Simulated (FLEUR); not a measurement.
# FeNi3 (Awaruite): magnetism against the volume

Wanted: the trend of the moments of FeNi3 (Awaruite) with the volume.

Main program and level: FLEUR MaX-R8.1; LDA (VWN); all-electron FLAPW, Dirac cores, scalar-relativistic bands.

Most raw output is cut from this account.

## (1) Set-up

It takes space group Pm-3m (No. 221, cubic). The conventional cell has a = 3.545 Å, b = 3.545 Å, c = 3.545 Å, α = 90.00°, β = 90.00°, γ = 90.00°. Nearest to Fe lie 12 Ni at 2.51 Å. Nearest to Ni lie 4 Fe at 2.51 Å and 8 Ni at 2.51 Å. Farther neighbours are not listed.

Coordinates:

```cif
data_structure
_symmetry_space_group_name_H-M 'P 1'
_symmetry_Int_Tables_number 1
_cell_length_a 3.5450
_cell_length_b 3.5450
_cell_length_c 3.5450
_cell_angle_alpha 90.000
_cell_angle_beta 90.000
_cell_angle_gamma 90.000
_cell_volume 44.55
loop_
_atom_site_label
_atom_site_type_symbol
_atom_site_fract_x
_atom_site_fract_y
_atom_site_fract_z
_atom_site_occupancy
Fe1 Fe 0.00000 0.00000 0.00000 1
Ni2 Ni 0.00000 0.50000 0.50000 1
Ni3 Ni 0.50000 0.00000 0.50000 1
Ni4 Ni 0.50000 0.50000 0.00000 1
```

## (2) Factor 1, start ferro ++++

The scan starts at the cell as given.

All lengths change alike; the factor is that of the volume. Atoms keep their fractional places. Spheres, Kmax and the mesh are the same at all points, the spheres being those of the tightest cell. inpgen writes inp.xml from crystal.txt; cutoffs, mixing, functional, smearing and local orbitals are then set in the file. The k list default-1 (kpts.xml, not shown) is a Γ-centred 8×8×8 mesh; where the ranks do not divide the number of points, some are split in two of half the weight.

Input file inp.xml:

```
<?xml version="1.0" encoding="UTF-8" standalone="no"?>
<fleurInput fleurInputVersion="0.39">
   <comment>
      FeNi3
   </comment>
   <calculationSetup>
      <cutoffs Kmax="3.71" Gmax="11.1" GmaxXC="11.1" numbands="0"/>
      <scfLoop itmax="110" minDistance="0.00002" maxIterBroyd="15" imix="Anderson" alpha="0.05" precondParam="0.0" spinf="2.0" sdNocoIR="T"/>
      <coreElectrons ctail="T" frcor="F" kcrel="0" coretail_lmax="0"/>
      <xcFunctional name="vwn" relativisticCorrections="F"/>
      <magnetism jspins="2"/>
      <soc l_soc="F" theta="0.0" phi="0.0" spav="F"/>
      <expertModes spex="0" secvar="F"/>
      <geometryOptimization l_f="F" forcealpha="1.0" forcemix="BFGS" epsdisp="0.00001" epsforce="0.00001"/>
      <ldaU l_linMix="F" mixParam="0.05" spinf="1.0"/>
   </calculationSetup>
   <cell>
      <bzIntegration valenceElectrons="70.0" mode="hist" fermiSmearingEnergy="0.00183747">
         <kPointListSelection listName="default-1"/>
         <xi:include xmlns:xi="http://www.w3.org/2001/XInclude" href="kpts.xml"> </xi:include>
      </bzIntegration>
      <xi:include xmlns:xi="http://www.w3.org/2001/XInclude" href="sym.xml"> </xi:include>
      <bulkLattice scale="1.0">
         <bravaisMatrix>
            <row-1>    6.6990791117069994     0.0000000000000000     0.0000000000000000</row-1>
            <row-2>    0.0000000000000000     6.6990791117069994     0.0000000000000000</row-2>
            <row-3>    0.0000000000000000     0.0000000000000000     6.6990791117069994</row-3>
         </bravaisMatrix>
      </bulkLattice>
   </cell>
   <atomSpecies>
      <species name="Iron (Fe) 2.800" element="Fe" atomicNumber="26">
         <mtSphere radius="2.21" gridPoints="731" logIncrement="0.017"/>
         <atomicCutoffs lmax="8" lnonsphr="6"/>
         <electronConfig flipSpins="F">
            <coreConfig>(1s1/2) (2s1/2) (2p1/2) (2p3/2)</coreConfig>
            <valenceConfig>(3s1/2) (3p1/2) (3p3/2) (4s1/2) (3d3/2) (3d5/2)</valenceConfig>
            <stateOccupation state="(3d3/2)" spinUp="1.4" spinDown="1.0"/>
            <stateOccupation state="(3d5/2)" spinUp="3.0" spinDown="0.6"/>
         </electronConfig>
         <energyParameters s="4" p="4" d="3" f="4"/>
         <lo type="SCLO" l="0" n="3" eDeriv="0"/>
         <lo type="SCLO" l="1" n="3" eDeriv="0"/>
      </species>
      <species name="Nickel (Ni1.001" element="Ni" atomicNumber="28">
         <mtSphere radius="2.21" gridPoints="731" logIncrement="0.017"/>
         <atomicCutoffs lmax="8" lnonsphr="6"/>
         <electronConfig flipSpins="F">
            <coreConfig>(1s1/2) (2s1/2) (2p1/2) (2p3/2)</coreConfig>
            <valenceConfig>(3s1/2) (3p1/2) (3p3/2) (4s1/2) (3d3/2) (3d5/2)</valenceConfig>
            <stateOccupation state="(3d3/2)" spinUp="1.6" spinDown="1.6"/>
            <stateOccupation state="(3d5/2)" spinUp="2.9005" spinDown="1.8995"/>
         </electronConfig>
         <energyParameters s="4" p="4" d="3" f="4"/>
         <lo type="SCLO" l="0" n="3" eDeriv="0"/>
         <lo type="SCLO" l="1" n="3" eDeriv="0"/>
      </species>
   </atomSpecies>
   <atomGroups>
      <atomGroup species="Iron (Fe) 2.800">
         <relPos label="                   1">.0000000000 .0000000000 .0000000000</relPos>
         <force calculate="T" relaxXYZ="TTT"/>
      </atomGroup>
      <atomGroup species="Nickel (Ni1.001">
         <relPos label="                   2">.0000000000 1.000/2.000 1.000/2.000</relPos>
         <relPos label="                   3">1.000/2.000 .0000000000 1.000/2.000</relPos>
         <relPos label="                   4">1.000/2.000 1.000/2.000 .0000000000</relPos>
         <force calculate="T" relaxXYZ="TTT"/>
      </atomGroup>
   </atomGroups>
   <output dos="F" band="F" slice="F">
      <bandDOS minEnergy="-.5*Htr" maxEnergy="0.5*Htr" sigma="0.015" storeEVData="T"/>
      <plotting iplot="0" polar="F">
         <plot TwoD="T" vec1="  1.0  0.0  0.0" vec2="  0.0  1.0  0.0" vec3="  0.0  0.0  1.0" zero="  0.0  0.0  0.0" file="plot"/>
      </plotting>
      <moessbauerParams electricFieldGradient="F" isomerShift="F" coreHyperfine="F" valenceHyperfine="F"/>
   </output>
</fleurInput>
```

Input file crystal.txt:

```
FeNi3
&input film=F cartesian=F /
3.54500000000  0.00000000000  0.00000000000
0.00000000000  3.54500000000  0.00000000000
0.00000000000  0.00000000000  3.54500000000
1.8897261246
1.0 1.0 1.0

4
26 0.00000000000  0.00000000000  0.00000000000 : 2.800
28 0.00000000000  0.50000000000  0.50000000000 : 1.001
28 0.50000000000  0.00000000000  0.50000000000 : 1.001
28 0.50000000000  0.50000000000  0.00000000000 : 1.001

&kpt div1=8 div2=8 div3=8 gamma=T /
```

Run with:

```sh
$ OMP_NUM_THREADS=1 inpgen -f crystal.txt > inpgen.log  # inp.xml is then edited as shown
$ OMP_NUM_THREADS=1 mpirun -n 4 fleur_MPI > fleur.log
```

The job ended after 22 s (4 MPI ranks of Arm Neoverse V2, shared host; peak memory 0.2 GiB).

Spin moment in the muffin-tin sphere by atom:

```
atom  spin moment in the muffin-tin sphere (μB)
 Fe1                                       2.85
 Ni2                                       0.63
 Ni3                                       0.63
 Ni4                                       0.63
```

Read from the output:

- free energy: -158528.5643 eV
- program's band gap on this mesh (in a metal only a level spacing): 0.001041 eV
- magnetization: 4.655 μB
- final state: ferromagnetic

After 25 cycles the largest moment stands at 2.85 μB.

## (3) Factor 1, start ferri ++--

Changes to inp.xml since step 2:

```diff
@@ -57,2 +57,15 @@
       </species>
+      <species name="Nickel (Ni-1.001" element="Ni" atomicNumber="28">
+         <mtSphere radius="2.21" gridPoints="731" logIncrement="0.017"/>
+         <atomicCutoffs lmax="8" lnonsphr="6"/>
+         <electronConfig flipSpins="F">
+            <coreConfig>(1s1/2) (2s1/2) (2p1/2) (2p3/2)</coreConfig>
+            <valenceConfig>(3s1/2) (3p1/2) (3p3/2) (4s1/2) (3d3/2) (3d5/2)</valenceConfig>
+            <stateOccupation state="(3d3/2)" spinUp="1.6" spinDown="1.6"/>
+            <stateOccupation state="(3d5/2)" spinUp="1.8995" spinDown="2.9005"/>
+         </electronConfig>
+         <energyParameters s="4" p="4" d="3" f="4"/>
+         <lo type="SCLO" l="0" n="3" eDeriv="0"/>
+         <lo type="SCLO" l="1" n="3" eDeriv="0"/>
+      </species>
    </atomSpecies>
@@ -65,2 +78,5 @@
          <relPos label="                   2">.0000000000 1.000/2.000 1.000/2.000</relPos>
+         <force calculate="T" relaxXYZ="TTT"/>
+      </atomGroup>
+      <atomGroup species="Nickel (Ni-1.001">
          <relPos label="                   3">1.000/2.000 .0000000000 1.000/2.000</relPos>
```

Changes to crystal.txt since step 2:

```diff
@@ -11,4 +11,4 @@
 28 0.00000000000  0.50000000000  0.50000000000 : 1.001
-28 0.50000000000  0.00000000000  0.50000000000 : 1.001
-28 0.50000000000  0.50000000000  0.00000000000 : 1.001
+28 0.50000000000  0.00000000000  0.50000000000 : -1.001
+28 0.50000000000  0.50000000000  0.00000000000 : -1.001
```

Wall time 59 s (4 MPI ranks); peak memory 0.24 GiB; 3.9 min of CPU time.

Spin moment in the muffin-tin sphere by atom:

| atom | spin moment in the muffin-tin sphere (μB) |
| --- | --- |
| Fe1 | 2.85 |
| Ni2 | 0.63 |
| Ni3 | 0.63 |
| Ni4 | 0.63 |

Read from the output:

* free energy: -158528.5643 eV
* program's band gap on this mesh (in a metal only a level spacing): 0.001041 eV
* magnetization: 4.655 μB
* final state: ferromagnetic

The typed pattern was not kept: a seeded moment turned or collapsed.

After 35 cycles the largest moment stands at 2.85 μB.

## (4) Factor 1, start no spin polarisation

Changes to inp.xml since step 3:

```diff
@@ -10,3 +10,3 @@
       <xcFunctional name="vwn" relativisticCorrections="F"/>
-      <magnetism jspins="2"/>
+      <magnetism jspins="1"/>
       <soc l_soc="F" theta="0.0" phi="0.0" spav="F"/>
@@ -31,3 +31,3 @@
    <atomSpecies>
-      <species name="Iron (Fe) 2.800" element="Fe" atomicNumber="26">
+      <species name="Iron (Fe)" element="Fe" atomicNumber="26">
          <mtSphere radius="2.21" gridPoints="731" logIncrement="0.017"/>
@@ -37,4 +37,4 @@
             <valenceConfig>(3s1/2) (3p1/2) (3p3/2) (4s1/2) (3d3/2) (3d5/2)</valenceConfig>
-            <stateOccupation state="(3d3/2)" spinUp="1.4" spinDown="1.0"/>
-            <stateOccupation state="(3d5/2)" spinUp="3.0" spinDown="0.6"/>
+            <stateOccupation state="(3d3/2)" spinUp="1.200000" spinDown="1.200000"/>
+            <stateOccupation state="(3d5/2)" spinUp="1.800000" spinDown="1.800000"/>
          </electronConfig>
@@ -44,3 +44,3 @@
       </species>
-      <species name="Nickel (Ni1.001" element="Ni" atomicNumber="28">
+      <species name="Nickel (Ni)" element="Ni" atomicNumber="28">
          <mtSphere radius="2.21" gridPoints="731" logIncrement="0.017"/>
@@ -50,17 +50,4 @@
             <valenceConfig>(3s1/2) (3p1/2) (3p3/2) (4s1/2) (3d3/2) (3d5/2)</valenceConfig>
-            <stateOccupation state="(3d3/2)" spinUp="1.6" spinDown="1.6"/>
-            <stateOccupation state="(3d5/2)" spinUp="2.9005" spinDown="1.8995"/>
-         </electronConfig>
-         <energyParameters s="4" p="4" d="3" f="4"/>
-         <lo type="SCLO" l="0" n="3" eDeriv="0"/>
-         <lo type="SCLO" l="1" n="3" eDeriv="0"/>
-      </species>
-      <species name="Nickel (Ni-1.001" element="Ni" atomicNumber="28">
-         <mtSphere radius="2.21" gridPoints="731" logIncrement="0.017"/>
-         <atomicCutoffs lmax="8" lnonsphr="6"/>
-         <electronConfig flipSpins="F">
-            <coreConfig>(1s1/2) (2s1/2) (2p1/2) (2p3/2)</coreConfig>
-            <valenceConfig>(3s1/2) (3p1/2) (3p3/2) (4s1/2) (3d3/2) (3d5/2)</valenceConfig>
-            <stateOccupation state="(3d3/2)" spinUp="1.6" spinDown="1.6"/>
-            <stateOccupation state="(3d5/2)" spinUp="1.8995" spinDown="2.9005"/>
+            <stateOccupation state="(3d3/2)" spinUp="1.600000" spinDown="1.600000"/>
+            <stateOccupation state="(3d5/2)" spinUp="2.400000" spinDown="2.400000"/>
          </electronConfig>
@@ -72,3 +59,3 @@
    <atomGroups>
-      <atomGroup species="Iron (Fe) 2.800">
+      <atomGroup species="Iron (Fe)">
          <relPos label="                   1">.0000000000 .0000000000 .0000000000</relPos>
@@ -76,7 +63,4 @@
       </atomGroup>
-      <atomGroup species="Nickel (Ni1.001">
+      <atomGroup species="Nickel (Ni)">
          <relPos label="                   2">.0000000000 1.000/2.000 1.000/2.000</relPos>
-         <force calculate="T" relaxXYZ="TTT"/>
-      </atomGroup>
-      <atomGroup species="Nickel (Ni-1.001">
          <relPos label="                   3">1.000/2.000 .0000000000 1.000/2.000</relPos>
```

Input file crystal.txt:

```
FeNi3
&input film=F cartesian=F /
3.54500000000  0.00000000000  0.00000000000
0.00000000000  3.54500000000  0.00000000000
0.00000000000  0.00000000000  3.54500000000
1.8897261246
1.0 1.0 1.0

4
26 0.00000000000  0.00000000000  0.00000000000
28 0.00000000000  0.50000000000  0.50000000000
28 0.50000000000  0.00000000000  0.50000000000
28 0.50000000000  0.50000000000  0.00000000000

&kpt div1=8 div2=8 div3=8 gamma=T /
```

Wall time 8.8 s (4 MPI ranks); peak memory 0.17 GiB; 35 s of CPU time.

Numbers from this step:

- free energy: -158527.6935 eV
- program's band gap on this mesh (in a metal only a level spacing): 0.01155 eV
- final state: non-magnetic (no spin polarisation)

## (5) Factor 1.12, start ferro ++++

The farthest finished point is shown in full.

Changes to inp.xml since step 4:

```diff
@@ -10,3 +10,3 @@
       <xcFunctional name="vwn" relativisticCorrections="F"/>
-      <magnetism jspins="1"/>
+      <magnetism jspins="2"/>
       <soc l_soc="F" theta="0.0" phi="0.0" spav="F"/>
@@ -24,5 +24,5 @@
          <bravaisMatrix>
-            <row-1>    6.6990791117069994     0.0000000000000000     0.0000000000000000</row-1>
-            <row-2>    0.0000000000000000     6.6990791117069994     0.0000000000000000</row-2>
-            <row-3>    0.0000000000000000     0.0000000000000000     6.6990791117069994</row-3>
+            <row-1>    6.9569857550510115     0.0000000000000000     0.0000000000000000</row-1>
+            <row-2>    0.0000000000000000     6.9569857550510115     0.0000000000000000</row-2>
+            <row-3>    0.0000000000000000     0.0000000000000000     6.9569857550510115</row-3>
          </bravaisMatrix>
@@ -31,3 +31,3 @@
    <atomSpecies>
-      <species name="Iron (Fe)" element="Fe" atomicNumber="26">
+      <species name="Iron (Fe) 2.800" element="Fe" atomicNumber="26">
          <mtSphere radius="2.21" gridPoints="731" logIncrement="0.017"/>
@@ -37,4 +37,4 @@
             <valenceConfig>(3s1/2) (3p1/2) (3p3/2) (4s1/2) (3d3/2) (3d5/2)</valenceConfig>
-            <stateOccupation state="(3d3/2)" spinUp="1.200000" spinDown="1.200000"/>
-            <stateOccupation state="(3d5/2)" spinUp="1.800000" spinDown="1.800000"/>
+            <stateOccupation state="(3d3/2)" spinUp="1.4" spinDown="1.0"/>
+            <stateOccupation state="(3d5/2)" spinUp="3.0" spinDown="0.6"/>
          </electronConfig>
@@ -44,3 +44,3 @@
       </species>
-      <species name="Nickel (Ni)" element="Ni" atomicNumber="28">
+      <species name="Nickel (Ni1.001" element="Ni" atomicNumber="28">
          <mtSphere radius="2.21" gridPoints="731" logIncrement="0.017"/>
@@ -50,4 +50,4 @@
             <valenceConfig>(3s1/2) (3p1/2) (3p3/2) (4s1/2) (3d3/2) (3d5/2)</valenceConfig>
-            <stateOccupation state="(3d3/2)" spinUp="1.600000" spinDown="1.600000"/>
-            <stateOccupation state="(3d5/2)" spinUp="2.400000" spinDown="2.400000"/>
+            <stateOccupation state="(3d3/2)" spinUp="1.6" spinDown="1.6"/>
+            <stateOccupation state="(3d5/2)" spinUp="2.9005" spinDown="1.8995"/>
          </electronConfig>
@@ -59,3 +59,3 @@
    <atomGroups>
-      <atomGroup species="Iron (Fe)">
+      <atomGroup species="Iron (Fe) 2.800">
          <relPos label="                   1">.0000000000 .0000000000 .0000000000</relPos>
@@ -63,3 +63,3 @@
       </atomGroup>
-      <atomGroup species="Nickel (Ni)">
+      <atomGroup species="Nickel (Ni1.001">
          <relPos label="                   2">.0000000000 1.000/2.000 1.000/2.000</relPos>
```

Input file crystal.txt:

```
FeNi3
&input film=F cartesian=F /
3.68147831820  0.00000000000  0.00000000000
0.00000000000  3.68147831820  0.00000000000
0.00000000000  0.00000000000  3.68147831820
1.8897261246
1.0 1.0 1.0

4
26 0.00000000000  0.00000000000  0.00000000000 : 2.800
28 0.00000000000  0.50000000000  0.50000000000 : 1.001
28 0.50000000000  0.00000000000  0.50000000000 : 1.001
28 0.50000000000  0.50000000000  0.00000000000 : 1.001

&kpt div1=8 div2=8 div3=8 gamma=T /
```

Elapsed: 24 s, on 4 MPI ranks; peak memory 0.2 GiB.

Spin moment in the muffin-tin sphere by atom:

```csv
atom,spin moment in the muffin-tin sphere (μB)
Fe1,2.99
Ni2,0.68
Ni3,0.68
Ni4,0.68
```

Read from the output:

```yaml
free_energy: -158527.7325 eV
program_s_band_gap_on_this_mesh_in_a_metal_only_a_level_spacing: 0.006874 eV
magnetization: 4.918 μB
final_state: ferromagnetic
```

After 25 cycles the largest moment stands at 2.99 μB.

[end of part 1 of 2]

[Logs and program files are shortened in this print: banners, set-up blocks, solver, clock and traceback lines can be left out without a mark of their own.]

[Logs are printed without paths, hosts, clocks, repeated set-up lines and the standing remarks that a program may print on its own settings, such as how far it seeks lower states.]

[Hosts, paths, dates, database ids (printed as entryN), source tags and the programs' standing remarks are cut or masked in the printed files.]

[Where a cell is said to come from a database of computed structures, the database is the Materials Project.]
